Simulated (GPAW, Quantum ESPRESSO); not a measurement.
# Al K-edge XANES of Al2Ru (I4/mmm), part 2 of 2

Do two independent programs agree on the Al K edge of Al2Ru (I4/mmm)? The same cell and functional are run with XSpectra and with GPAW.

Quantum ESPRESSO 7.5 and GPAW 26.7.0; core-hole supercells, plane-wave PAW LDA.

So far. Step 9 (The field without a hole (GPAW)): The mesh shows no gap, so the system is treated as a metal and the core electron is put at the Fermi level (neutral cell). Step 10 (Spectrum without a core hole, Al atom 2 (GPAW)): Main maxima below 24 eV (height): 0.8 eV (0.35), 3.5 eV (0.85), 6.6 eV (1.07), 9.7 eV (1.46), 12.4 eV (1.34) and 15.6 eV (1.20). 

### Step 11. Supercell without a hole, the energy reference (GPAW)

Total energies of two programs can't be mixed, so the cell and mesh of GPAW's hole run get a reference energy of their own.

scf.py reads:

```python
import numpy as np
from ase import Atoms
from ase.parallel import parprint, paropen
from gpaw import GPAW, PW, FermiDirac, Mixer, MixerDif, setup_paths
from gpaw.test import gen
setup_paths.insert(0, '.')
gen('Al', name='nch1s', xcname='LDA', corehole=(1, 0, 0), write_xml=True)
from gpaw.mpi import world
world.barrier()

atoms = Atoms('Ru5Al10',
    cell=[[1.56042162, 4.68126486, -4.22180559],
     [4.68126486, -1.56042162, -4.22180559],
     [-1.56042162, -4.68126486, -4.22180559]],
    scaled_positions=[[0, 0, 0],
     [0.2, 0.4, 0.4],
     [0.6, 0.2, 0.2],
     [0.4, 0.8, 0.8],
     [0.8, 0.6, 0.6],
     [0.65920219, 0, 0.65920219],
     [0.85920219, 0.4, 0.05920219],
     [0.25920219, 0.2, 0.85920219],
     [0.05920219, 0.8, 0.45920219],
     [0.45920219, 0.6, 0.25920219],
     [0.34079781, 0, 0.34079781],
     [0.54079781, 0.4, 0.74079781],
     [0.94079781, 0.2, 0.54079781],
     [0.74079781, 0.8, 0.14079781],
     [0.14079781, 0.6, 0.94079781]],
    pbc=True)
atoms.calc = calc = GPAW(legacy_gpaw=True, mode=PW(500), xc='LDA', setups={5: 'nch1s'},
    kpts={'size': (4, 4, 4), 'gamma': True}, occupations=FermiDirac(0.1),
    charge=0, mixer=Mixer(0.1, 5, 50), maxiter=150,
    convergence={'density': 0.0001}, txt='scf.txt')
energy = atoms.get_potential_energy() + calc.get_reference_energy()
ef = calc.get_fermi_level()
out = dict(energy=energy, fermi=ef, forces=atoms.get_forces().tolist())
parprint(f'all-electron energy {energy:.4f} eV, Fermi level {ef:.4f} eV')
ev = np.array([[calc.get_eigenvalues(k, s) for k in range(len(calc.get_ibz_k_points()))] for s in range(calc.get_number_of_spins())])
out['homo'], out['lumo'], out['counts'] = ev[ev < ef].max(), ev[ev > ef].min(), sorted(set((ev < ef).sum((0, 2)).tolist()))
out['filled'] = (ev[:, 0] < ef).sum(1).tolist()
import json
with paropen('out.json', 'w') as f:
    json.dump(out, f)
```

The run is started by

```
OMP_NUM_THREADS=1 mpirun -n 4 gpaw python scf.py
```

Run time: 48 s. Hardware: 4 MPI ranks of Arm Neoverse V2, shared host; peak memory 0.33 GiB; 3.2 min of CPU time.

Reference energy: -681507.687 eV with the cores included.

### Step 12. Spectrum with XCH, Al atom 2 (GPAW)

The holes are 6.5 Å apart. The excited electron is kept in the cell, where it fills the lowest empty states and screens the hole. After the field has converged, empty bands are computed with the density fixed and the dipole matrix elements are summed.

xas.py reads:

```python
import numpy as np
from ase import Atoms
from ase.parallel import parprint, paropen
from gpaw import GPAW, PW, FermiDirac, Mixer, MixerDif, setup_paths
from gpaw.test import gen
setup_paths.insert(0, '.')
gen('Al', name='fch1s', xcname='LDA', corehole=(1, 0, 1), write_xml=True)
from gpaw.mpi import world
world.barrier()

atoms = Atoms('Ru5Al10',
    cell=[[1.56042162, 4.68126486, -4.22180559],
     [4.68126486, -1.56042162, -4.22180559],
     [-1.56042162, -4.68126486, -4.22180559]],
    scaled_positions=[[0, 0, 0],
     [0.2, 0.4, 0.4],
     [0.6, 0.2, 0.2],
     [0.4, 0.8, 0.8],
     [0.8, 0.6, 0.6],
     [0.65920219, 0, 0.65920219],
     [0.85920219, 0.4, 0.05920219],
     [0.25920219, 0.2, 0.85920219],
     [0.05920219, 0.8, 0.45920219],
     [0.45920219, 0.6, 0.25920219],
     [0.34079781, 0, 0.34079781],
     [0.54079781, 0.4, 0.74079781],
     [0.94079781, 0.2, 0.54079781],
     [0.74079781, 0.8, 0.14079781],
     [0.14079781, 0.6, 0.94079781]],
    pbc=True)
atoms.calc = calc = GPAW(legacy_gpaw=True, mode=PW(500), xc='LDA', setups={5: 'fch1s'},
    kpts={'size': (4, 4, 4), 'gamma': True}, occupations=FermiDirac(0.1),
    charge=-1, mixer=Mixer(0.1, 5, 50), maxiter=150,
    convergence={'density': 0.0001}, txt='scf.txt')
energy = atoms.get_potential_energy() + calc.get_reference_energy()
ef = calc.get_fermi_level()
out = dict(energy=energy, fermi=ef, forces=atoms.get_forces().tolist())
parprint(f'all-electron energy {energy:.4f} eV, Fermi level {ef:.4f} eV')
ev = np.array([[calc.get_eigenvalues(k, s) for k in range(len(calc.get_ibz_k_points()))] for s in range(calc.get_number_of_spins())])
out['homo'], out['lumo'], out['counts'] = ev[ev < ef].max(), ev[ev > ef].min(), sorted(set((ev < ef).sum((0, 2)).tolist()))
out['filled'] = (ev[:, 0] < ef).sum(1).tolist()

from ase.units import Ha
from gpaw.xas import dipole_matrix_elements
nb = int(calc.get_number_of_electrons() / 2) + 150
top, nb = nb, nb + 8 + nb // 12
nscf = calc.fixed_density(kpts={'size': (4, 4, 4), 'gamma': True}, nbands=nb,
    convergence={'bands': top, 'eigenstates': 1e-5}, maxiter=60, txt='nscf.txt')
cell = atoms.cell.array
ops = [cell.T @ U.T @ np.linalg.inv(cell.T) for U in nscf.wfs.kd.symmetry.op_scc]
E = np.arange(-6, 34, 0.1)
fwhm = np.interp(E, [4, 25], [0.9, 3.5])
Y, X, zero, highest = 0, 0, 1e9, 1e9
for spin in range(nscf.get_number_of_spins()):
    wfs = nscf.wfs
    A = dipole_matrix_elements(wfs.setups[5])
    eps = np.zeros((wfs.kd.nibzkpts, nb))
    d = np.zeros((3, A.shape[1], wfs.kd.nibzkpts, nb), complex)
    for kpt in wfs.kpt_u:
        if kpt.s == spin and 5 in kpt.P_ani:
            eps[kpt.k] = kpt.eps_n * Ha
            d[:, :, kpt.k] = (kpt.weight * wfs.nspins / 2) ** 0.5 * np.inner(A, kpt.P_ani[5])
    world.sum(eps)
    world.sum(d)
    T = np.einsum('amkn,bmkn->abkn', d, d.conj()).real
    T = sum(np.einsum('ai,ijkn,bj->abkn', R, T, R) for R in ops) / len(ops)
    empty = eps > ef
    zero, highest = min(zero, eps[empty].min()), min(highest, eps[:, top - 1].min())
    lines = [(eps, T, empty)] if spin == 0 else lines + [(eps, T, empty)]
for eps, T, empty in lines:
    f = np.einsum('aakn->akn', T).reshape(3, -1)
    x = eps.ravel() - zero
    w = np.interp(x, E, fwhm) / 2.35482
    g = np.exp(-0.5 * ((E[:, None] - x) / w) ** 2) / (w * (2 * np.pi) ** 0.5)
    Y = Y + (f * empty.ravel()) @ g.T
    X = X + (f * ~empty.ravel()) @ g.T
out.update(E=E.round(2).tolist(), xas=Y.tolist(), xes=X.tolist(), zero=zero, valid=highest - zero, nk=len(eps), nb=nb)
for i in range(0, len(E), 10):
    parprint(f'{E[i]:7.2f}', *(f'{v:10.3e}' for v in Y[:, i]))
import json
with paropen('out.json', 'w') as f:
    json.dump(out, f)
```

The run is started by

```
OMP_NUM_THREADS=1 mpirun -n 4 gpaw python xas.py
```

It took 2.9 min on 4 MPI ranks; peak memory 0.5 GiB.

The Al K spectrum, Al atom 2, excited-electron core hole (neutral cell) (energy from the lowest empty level; intensity scaled to a mean of 1 over the first 20 eV; polarised curves are means over the symmetry-equivalent atoms):

| E (eV) | isotropic | ε ⊥ c | ε ∥ c |
| --- | --- | --- | --- |
| -2.0 | 0.00 | 0.00 | 0.00 |
| -1.0 | 0.00 | 0.00 | 0.00 |
| 0.0 | 0.26 | 0.35 | 0.10 |
| 1.0 | 0.54 | 0.62 | 0.39 |
| 2.0 | 0.88 | 0.99 | 0.66 |
| 3.0 | 1.34 | 1.46 | 1.08 |
| 4.0 | 1.17 | 1.08 | 1.36 |
| 5.0 | 1.39 | 1.36 | 1.46 |
| 6.0 | 1.16 | 1.08 | 1.31 |
| 7.0 | 1.03 | 1.02 | 1.06 |
| 8.0 | 1.46 | 1.33 | 1.72 |
| 9.0 | 1.41 | 1.28 | 1.65 |
| 10.0 | 1.11 | 1.17 | 0.97 |
| 11.0 | 1.08 | 1.19 | 0.86 |
| 12.0 | 1.03 | 1.09 | 0.90 |
| 13.0 | 0.93 | 0.95 | 0.88 |
| 14.0 | 0.90 | 0.90 | 0.89 |
| 15.0 | 0.89 | 0.90 | 0.88 |
| 16.0 | 0.83 | 0.83 | 0.83 |
| 17.0 | 0.77 | 0.71 | 0.88 |
| 18.0 | 0.76 | 0.65 | 0.98 |
| 19.0 | 0.74 | 0.63 | 0.94 |
| 20.0 | 0.68 | 0.62 | 0.80 |
| 21.0 | 0.66 | 0.61 | 0.76 |
| 22.0 | 0.67 | 0.62 | 0.78 |
| 23.0 | 0.70 | 0.67 | 0.75 |
| 24.0 | 0.72 | 0.74 | 0.67 |
| 25.0 | 0.73 | 0.81 | 0.57 |
| 26.0 | 0.72 | 0.82 | 0.50 |
| 27.0 | 0.70 | 0.80 | 0.49 |
| 28.0 | 0.68 | 0.76 | 0.52 |
| 29.0 | 0.69 | 0.74 | 0.57 |
| 30.0 | 0.72 | 0.76 | 0.65 |
| 31.0 | 0.80 | 0.82 | 0.75 |
| 32.0 | 0.88 | 0.90 | 0.85 |

Main maxima below 24 eV (height): 2.8 eV (1.37), 5.1 eV (1.40) and 8.4 eV (1.56). 

The total-energy difference is 1563.37 eV. With the free-atom term of -13.88 eV for this edge, the photon energy is 1549.49 eV.

### Step 13. The two programs side by side

The line shapes differ (Lorentzian half width 0.4 eV up to 4 eV, rising linearly to 1.75 eV at 25 eV (not a setting of the program: the run's 0.4 eV curve was folded afterwards with a further Lorentzian above 4 eV), against Gaussian full width 0.9 eV up to 4 eV, rising linearly to 3.5 eV at 25 eV), so both get a further Gaussian of 1.5 eV full width before they are compared; the Lorentzian tails remain.

| E (eV) | XSpectra | GPAW |
| --- | --- | --- |
| -2.00 | 0.08 | 0.00 |
| -1.25 | 0.12 | 0.03 |
| -0.50 | 0.22 | 0.13 |
| 0.25 | 0.39 | 0.34 |
| 1.00 | 0.60 | 0.55 |
| 1.75 | 0.83 | 0.82 |
| 2.50 | 1.06 | 1.11 |
| 3.25 | 1.20 | 1.23 |
| 4.00 | 1.26 | 1.24 |
| 4.75 | 1.27 | 1.30 |
| 5.50 | 1.23 | 1.27 |
| 6.25 | 1.19 | 1.15 |
| 7.00 | 1.19 | 1.14 |
| 7.75 | 1.26 | 1.30 |
| 8.50 | 1.30 | 1.41 |
| 9.25 | 1.25 | 1.31 |
| 10.00 | 1.16 | 1.16 |
| 10.75 | 1.09 | 1.09 |
| 11.50 | 1.05 | 1.05 |
| 12.25 | 1.01 | 1.00 |
| 13.00 | 0.96 | 0.94 |
| 13.75 | 0.93 | 0.91 |
| 14.50 | 0.91 | 0.89 |
| 15.25 | 0.89 | 0.87 |
| 16.00 | 0.85 | 0.83 |
| 16.75 | 0.82 | 0.79 |
| 17.50 | 0.80 | 0.76 |
| 18.25 | 0.79 | 0.75 |
| 19.00 | 0.77 | 0.73 |
| 19.75 | 0.74 | 0.70 |
| 20.50 | 0.73 | 0.67 |
| 21.25 | 0.72 | 0.67 |
| 22.00 | 0.72 | 0.67 |
| 22.75 | 0.73 | 0.69 |
| 23.50 | 0.73 | 0.71 |
| 24.25 | 0.74 | 0.72 |
| 25.00 | 0.74 | 0.72 |
| 25.75 | 0.73 | 0.72 |
| 26.50 | 0.73 | 0.71 |
| 27.25 | 0.73 | 0.69 |
| 28.00 | 0.73 | 0.68 |
| 28.75 | 0.75 | 0.69 |
| 29.50 | 0.78 | 0.71 |
| 30.25 | 0.81 | 0.75 |
| 31.00 | 0.85 | 0.80 |
| 31.75 | 0.88 | 0.86 |

|  | XSpectra | GPAW |
| --- | --- | --- |
| k mesh of the spectrum | 6×6×6 | 4×4×4 |
| cutoff (eV) | 707 | 500 |
| highest intensity below 16 eV after the common broadening, eV (height) | 8.6 (1.30) | 8.5 (1.41) |
| zero, corrected photon energy (eV) | 1549.6 | 1549.5 |
| core time, hole field and spectrum | 47 min | 12 min |

### Step 14. Results

| Item | Value |
| --- | --- |
| absorber and edge | Al K, atom 2 of the ground-state input (counted from 1) |
| surroundings | 4 Ru at 2.58 Å, 5 Al at 2.69 Å, 1 Ru at 2.88 Å and 4 Al at 3.12 Å (14-fold, site symmetry 4mm) |
| highest intensity below 16 eV (XSpectra, narrow line) | 8.7 eV above the zero, height 1.46 |
| photon energy of the zero, with the added terms | 1549.6 eV (raw 1563.5 eV; LDA puts this hole about 7 eV below PBE, itself good to a few eV) |

**Reading.** The two programs agree closely: 5 % r.m.s. remains over the first 14 eV after a relative shift of 0.0 eV, and their photon-energy zeros differ by 0.1 eV. In XSpectra the Al K edge of atom 2, with 4 Ru at 2.58 Å, 5 Al at 2.69 Å, 1 Ru at 2.88 Å and 4 Al at 3.12 Å (14-fold, site symmetry 4mm), has its highest intensity of the first 16 eV at 8.7 eV above the zero, near 1558 eV in photon energy (LDA puts this hole about 7 eV below PBE, itself good to a few eV), 1.5 times the mean level of the first 20 eV (Lorentzian half width 0.4 eV). In XSpectra, at the Al K edge of atom 2 polarisation matters most near 18.3 eV, where the curves differ by 0.6 on this scale. 3 further runs of this session are left out of this account as redundant. Lifetime broadening is put in by hand, and intensities beyond about 20 eV depend on it and on the partial waves; weight that the partial waves miss at high energy is lost. The structure is a computed Materials Project entry and may be a hypothetical form.

[Logs are printed without paths, hosts, clocks, repeated set-up lines and the standing remarks that a program may print on its own settings, such as how far it seeks lower states.]

[Hosts, paths, dates, database ids (printed as entryN), source tags and the programs' standing remarks are cut or masked in the printed files.]

[Lists of maxima count a maximum above −3 eV only where it reaches 4 % of the highest in the window and stands out from its surroundings by 2 % of it (1.5 % where it reaches 55 %); shoulders and weaker maxima are passed over, and of the rest the first, up to two pre-edge ones and the few strongest are named.]
